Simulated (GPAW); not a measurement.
**STM contrast on a 3-layer slab of Cu(100)**

Aim: Tersoff-Hamann images of a 3-layer slab of Cu(100) at several biases.

Program: GPAW 26.7.0. Level of theory: GPAW, PAW setups; slab in vacuum. Results are calculated unless marked as measured.

### 1. The structure

The cell holds 3 atoms: 3 Cu. Its edges and angles: a = 2.553 Å, b = 2.553 Å, c = 21.610 Å, α = 90.0°, β = 90.0°, γ = 90.0°. Vacuum lies along c.

### 2. Relaxing the atoms

The atoms are relaxed first, since the surface dipole, and with it the work function, follows the positions of the outer layers. The lowest 1 atoms are held at bulk positions and keep their forces.

run.py reads:

```python
import json
import numpy as np
from ase import Atoms
from ase.constraints import FixAtoms
from ase.optimize import BFGS
from gpaw import GPAW, PW

slab = Atoms(
    ['Cu', 'Cu', 'Cu'],
    positions=[
        [0.00000, 0.00000, 9.00000],
        [1.27633, 1.27633, 10.80500],
        [0.00000, 0.00000, 12.61000]],
    cell=[[2.55266, 0.0, 0.0], [0.0, 2.55266, 0.0], [0.0, 0.0, 21.61]],
    pbc=[True, True, False])

slab.calc = GPAW(mode=PW(400), xc='PBE', kpts={'size': (12, 12, 1), 'gamma': True},
                 occupations={'name': 'fermi-dirac', 'width': 0.1}, nbands='140%',
                 convergence={'density': 0.0001}, maxiter=200,
                 poissonsolver={'dipolelayer': 'xy'},
                 symmetry={'tolerance': 1e-3}, txt='slab.txt')
result = {}
slab.set_constraint(FixAtoms([0]))
path = []
opt = BFGS(slab, maxstep=0.2)
opt.attach(lambda: path.append((slab.get_potential_energy(), slab.positions.tolist(), slab.get_forces().tolist())))
result['relaxed'] = bool(opt.run(fmax=0.05, steps=30))
result['path'] = path
energy = slab.get_potential_energy()
fermi = slab.calc.get_fermi_level()
v = slab.calc.get_electrostatic_potential().mean((0, 1)) - fermi
n = slab.calc.get_pseudo_density().mean((0, 1))
L = slab.cell[2, 2]
z = np.arange(len(v)) * L / len(v)
low, high = slab.positions[:, 2].min(), slab.positions[:, 2].max()
below, above = np.interp([low - 6.8, high + 6.8], z, v)
slopes = [np.interp(x, z, np.gradient(v, z)) for x in (low - 6.8, high + 6.8)]
eps = np.array([[slab.calc.get_eigenvalues(k, s) for k in range(len(slab.calc.get_ibz_k_points()))]
                for s in range(slab.calc.get_number_of_spins())]) - fermi
top, bottom = eps[eps < 0].max(), eps[eps > 0].min()
dipole = slab.get_dipole_moment()[2]
print(f'energy {energy:.4f} eV, Fermi level {fermi:.4f} eV, dipole {dipole:.5f} e A')
print(f'potential 6.8 A off the faces, from the Fermi level: lower {below:.4f} eV, upper {above:.4f} eV')
print(f'slope of the potential there: lower {slopes[0]:.5f}, upper {slopes[1]:.5f} eV/A')
print(f'nearest levels on the mesh: {top:.4f} and {bottom:.4f} eV')
print('magnetic moment', round(slab.get_magnetic_moment(), 3))
result.update(energy=energy, fermi=fermi, dipole=dipole, below=below, above=above, slopes=slopes, edges=[top, bottom],
              z=z.tolist(), v=v.tolist(), n=n.tolist(), positions=slab.positions.tolist(),
              forces=slab.get_forces(apply_constraint=False).tolist(), moments=slab.get_magnetic_moments().tolist())
json.dump(result, open('result.json', 'w'))
```

Command:

```sh
$ OMP_NUM_THREADS=1 OPENBLAS_NUM_THREADS=1 python run.py
```

The log of the run:

```text
Step          Energy          fmax
BFGS:    0       -9.459879        0.020111
energy -9.4406 eV, Fermi level -1.3751 eV, dipole -0.00001 e A
potential 6.8 A off the faces, from the Fermi level: lower 4.6156 eV, upper 4.6156 eV
slope of the potential there: lower -0.00010, upper 0.00010 eV/A
nearest levels on the mesh: -0.0046 and 0.0411 eV
magnetic moment 0.0
```

Wall time 38 s (1 thread of Intel Xeon Platinum 8259CL at 2.50GHz (Skylake/Cascade Lake), shared host); peak memory 0.18 GiB.

Numbers from this step:

```yaml
dipole_along_the_normal: -1.10e-5 e·Å
levels_nearest_the_fermi_level_on_the_mesh: -0.004564, 0.04112 eV from the Fermi level
upper_work_function: 4.616 eV
lower_work_function: 4.616 eV
```

Electrostatic potential energy of an electron (without an applied field's), less the Fermi level, planar mean against z:

| z (Å) | electrostatic potential energy of an electron (without an applied field's), less the Fermi level, planar mean (eV) |
| --- | --- |
| 0 | 4.62 |
| 1 | 4.62 |
| 2 | 4.62 |
| 3 | 4.62 |
| 4 | 4.62 |
| 5 | 4.61 |
| 6 | 4.60 |
| 7 | 4.38 |
| 8 | 1.76 |
| 9 | -15.7 |
| 10 | -1.94 |
| 11 | -13.8 |
| 12 | -3.86 |
| 13 | -8.49 |
| 14 | 3.54 |
| 15 | 4.53 |
| 16 | 4.61 |
| 17 | 4.61 |
| 18 | 4.62 |
| 19 | 4.62 |
| 20 | 4.62 |
| 21 | 4.62 |

Pseudo valence density, planar mean against z:

| z (Å) | pseudo valence density, planar mean (e/Å³) |
| --- | --- |
| 0.00 | 0 |
| 0.65 | 0 |
| 1.08 | 0 |
| 1.73 | 0 |
| 2.38 | 0 |
| 2.81 | 0 |
| 3.46 | 2.7e-6 |
| 4.11 | 5.3e-6 |
| 4.54 | 1.7e-5 |
| 5.19 | 8.9e-5 |
| 5.83 | 4.3e-4 |
| 6.27 | 0.00127 |
| 6.92 | 0.00646 |
| 7.56 | 0.0333 |
| 8.00 | 0.104 |
| 8.64 | 0.922 |
| 9.29 | 1.20 |
| 9.72 | 0.346 |
| 10.37 | 0.711 |
| 11.02 | 1.53 |
| 11.67 | 0.306 |
| 12.10 | 0.555 |
| 12.75 | 1.84 |
| 13.40 | 0.198 |
| 13.83 | 0.0576 |
| 14.48 | 0.0111 |
| 15.13 | 0.00218 |
| 15.56 | 7.4e-4 |
| 16.21 | 1.5e-4 |
| 16.86 | 3.1e-5 |
| 17.29 | 1.2e-5 |
| 17.94 | 0 |
| 18.58 | 0 |
| 19.02 | 0 |
| 19.67 | 0 |
| 20.31 | 0 |
| 20.75 | 0 |
| 21.39 | 0 |

The starting forces already met the threshold, so no step was taken. The largest force left on a free atom is 0.020 eV/Å.

### 3. Plane waves, PBE

The work function is the vacuum plateau of the electrostatic potential less the Fermi level; a dipole layer lets the two faces have plateaus of their own.

Changes to run.py since step 2:

```diff
@@ -3,4 +3,3 @@
 from ase import Atoms
-from ase.constraints import FixAtoms
-from ase.optimize import BFGS
+from ase.dft.stm import STM
 from gpaw import GPAW, PW
@@ -18,3 +17,3 @@
                  occupations={'name': 'fermi-dirac', 'width': 0.1}, nbands='140%',
-                 convergence={'density': 0.0001}, maxiter=200,
+                 convergence={'density': 1e-05}, maxiter=200,
                  poissonsolver={'dipolelayer': 'xy'},
@@ -22,8 +21,2 @@
 result = {}
-slab.set_constraint(FixAtoms([0]))
-path = []
-opt = BFGS(slab, maxstep=0.2)
-opt.attach(lambda: path.append((slab.get_potential_energy(), slab.positions.tolist(), slab.get_forces().tolist())))
-result['relaxed'] = bool(opt.run(fmax=0.05, steps=30))
-result['path'] = path
 energy = slab.get_potential_energy()
@@ -49,2 +42,15 @@
               forces=slab.get_forces(apply_constraint=False).tolist(), moments=slab.get_magnetic_moments().tolist())
+
+# Images need the states of the whole zone, up to time reversal
+slab.calc = slab.calc.fixed_density(symmetry={'point_group': False}, txt='states.txt',
+                                    convergence={'bands': 'CBM+0.8'})
+stm = STM(slab)
+result['stm'] = []
+for bias in [-0.5, 0.5]:
+    height = high + 4.0
+    current = stm.get_averaged_current(bias, height)
+    x, y, h = stm.scan(bias, current)
+    # [... one line left out ...]
+    print(f'bias {bias} V: mean current at 4.0 A {current:.4e}, corrugation {np.ptp(h):.4f} A')
+    result['stm'].append(dict(bias=bias, current=current, h=(h - high).tolist(), I=I.tolist()))
 json.dump(result, open('result.json', 'w'))
```

The log of the run:

```text
energy -9.4406 eV, Fermi level -1.3750 eV, dipole -0.00001 e A
potential 6.8 A off the faces, from the Fermi level: lower 4.6155 eV, upper 4.6155 eV
slope of the potential there: lower -0.00010, upper 0.00010 eV/A
nearest levels on the mesh: -0.0045 and 0.0411 eV
magnetic moment 0.0
bias -0.5 V: mean current at 4.0 A 8.5356e-06, corrugation 0.0201 A
bias 0.5 V: mean current at 4.0 A 9.0845e-06, corrugation 0.0167 A
```

Run time: 91 s. Hardware: 1 thread; peak memory 0.31 GiB.

Numbers from this step:

- levels nearest the Fermi level on the mesh: -0.004540, 0.04110 eV from the Fermi level
- upper work function: 4.615 eV
- lower work function: 4.615 eV
- corrugation -0.5: 0.02014 Å
- corrugation 0.5: 0.01665 Å

Electrostatic potential energy of an electron (without an applied field's), less the Fermi level, planar mean against z:

(Unchanged from step 2.)

The pseudo valence density, planar mean oscillates, so the rows of the table below give means over windows of 1 Å about each position, cut where the curve ends. Its maxima inside the range that stand out by 2 % of the span (Å: e/Å³): 9.1: 2.03, 10.8: 2.12, 12.5: 2.03. Its minima: 9.9: 0.306, 11.7: 0.306.

Table of pseudo valence density, planar mean by z; means over each step:

| z (Å) | pseudo valence density, planar mean (e/Å³) |
| --- | --- |
| 5 | 7.4e-5 |
| 6 | 8.7e-4 |
| 7 | 0.0109 |
| 8 | 0.172 |
| 9 | 1.34 |
| 10 | 0.511 |
| 11 | 1.27 |
| 12 | 0.711 |
| 13 | 0.991 |
| 14 | 0.0536 |
| 15 | 0.00398 |
| 16 | 3.3e-4 |
| 17 | 2.8e-5 |

Tip height over the top atom over a1 and a2. Sample bias -0.5 V, constant current at the mean current 4.0 Å over the top atom.

Ten even steps from '0' (3.989 Å) to '9' (4.009 Å):
```
679635653697
799645654699
666663136666
334683038643
355333133355
566101210166
355333133355
334683038643
666663136666
799645654699
679635653697
467633533676
```
Columns: a1 from 0 to 0.917; rows upwards: a2 from 0 to 0.917.

Tip height over the top atom over a1 and a2. Sample bias 0.5 V, constant current at the mean current 4.0 Å over the top atom.

Ten even steps from '_' (3.990 Å) to '@' (4.007 Å):
```
++##@@**==++##++==**@@##
##@@@@%%**++++++**%%@@@@
==**%%##++==::==++##%%**
::==**++**++==++**++**==
++++++==++==::==++==++++
####++::==::__::==::++##
++++++==++==::==++==++++
::==**++**++==++**++**==
==**%%##++==::==++##%%**
##@@@@%%**++++++**%%@@@@
++##@@**==++##++==**@@##
--++##==::++##++::==##++
```
Columns: a1 from 0 to 0.917; rows upwards: a2 from 0 to 0.917.

The potential is flat to 1.0e-4 eV/Å where it is read, so the vacuum is wide enough.

### 4. A changed run

One more run, with changed settings.

Changes to run.py since step 3:

```diff
@@ -3,3 +3,2 @@
 from ase import Atoms
-from ase.dft.stm import STM
 from gpaw import GPAW, PW
@@ -15,5 +14,5 @@
 
-slab.calc = GPAW(mode=PW(400), xc='PBE', kpts={'size': (12, 12, 1), 'gamma': True},
+slab.calc = GPAW(mode=PW(100), xc='PBE', kpts={'size': (12, 12, 1), 'gamma': True},
                  occupations={'name': 'fermi-dirac', 'width': 0.1}, nbands='140%',
-                 convergence={'density': 1e-05}, maxiter=200,
+                 convergence={'density': 1e-05}, maxiter=75,
                  poissonsolver={'dipolelayer': 'xy'},
@@ -42,15 +41,2 @@
               forces=slab.get_forces(apply_constraint=False).tolist(), moments=slab.get_magnetic_moments().tolist())
-
-# Images need the states of the whole zone, up to time reversal
-slab.calc = slab.calc.fixed_density(symmetry={'point_group': False}, txt='states.txt',
-                                    convergence={'bands': 'CBM+0.8'})
-stm = STM(slab)
-result['stm'] = []
-for bias in [-0.5, 0.5]:
-    height = high + 4.0
-    current = stm.get_averaged_current(bias, height)
-    x, y, h = stm.scan(bias, current)
-    # [... one line left out ...]
-    print(f'bias {bias} V: mean current at 4.0 A {current:.4e}, corrugation {np.ptp(h):.4f} A')
-    result['stm'].append(dict(bias=bias, current=current, h=(h - high).tolist(), I=I.tolist()))
 json.dump(result, open('result.json', 'w'))
```

The log of the run:

```text
energy 661.0501 eV, Fermi level -14.5259 eV, dipole -0.00001 e A
potential 6.8 A off the faces, from the Fermi level: lower 27.8019 eV, upper 27.8019 eV
slope of the potential there: lower -0.93595, upper 0.93595 eV/A
nearest levels on the mesh: -0.0021 and 0.0156 eV
magnetic moment 0.0
```

It took 20 s on 1 thread; peak memory 0.12 GiB.

The run finished. A setting was moved off its sound value on purpose, so it serves as a test and not as the result.

The fault put into the input: a cutoff far too low (ecut = 100).

### 5. Outcome

```yaml
work_function_both_faces: 4.62 eV
dipole_along_the_normal: -1.1e-5 e Å, near the numerical noise
corrugation_at_minus_0p5_v: 0.0201 Å as printed, 0.012 Å or less without short-wave noise
corrugation_at_0p5_v: 0.0167 Å as printed, 0.0075 Å or less without short-wave noise
```

**Reading.** At -0.5 V and 0.5 V GPAW's map carries short-wave noise, which can't be real at this height: without waves under 1.5 Å it spans 0.012 Å against 0.020 Å printed and 0.0075 Å against 0.017 Å printed. The reading below uses the filtered value, which may still be too high. In GPAW's constant-current maps the tip height varies by under 0.05 Å at every bias shown (0.012 Å at most), which is near the numerical ripple of the maps: an s-wave tip would see an almost flat surface. Negative sample bias images filled states, positive bias empty ones. The images are of Tersoff-Hamann type: an s-wave tip, no tip-sample forces, heights closer than in a microscope. The slab is only 3.6 Å thick between its outer nuclei, so the values belong to this film more than to the surface of the bulk metal. The in-plane lattice was kept as typed, which isn't the functional's own and leaves some strain; spin-orbit coupling and temperature are left out.

[Logs are printed without paths, hosts, clocks, repeated set-up lines and the standing remarks that a program may print on its own settings, such as how far it seeks lower states.]

[Hosts, paths, dates, database ids (printed as entryN), source tags and the programs' standing remarks are cut or masked in the printed files.]
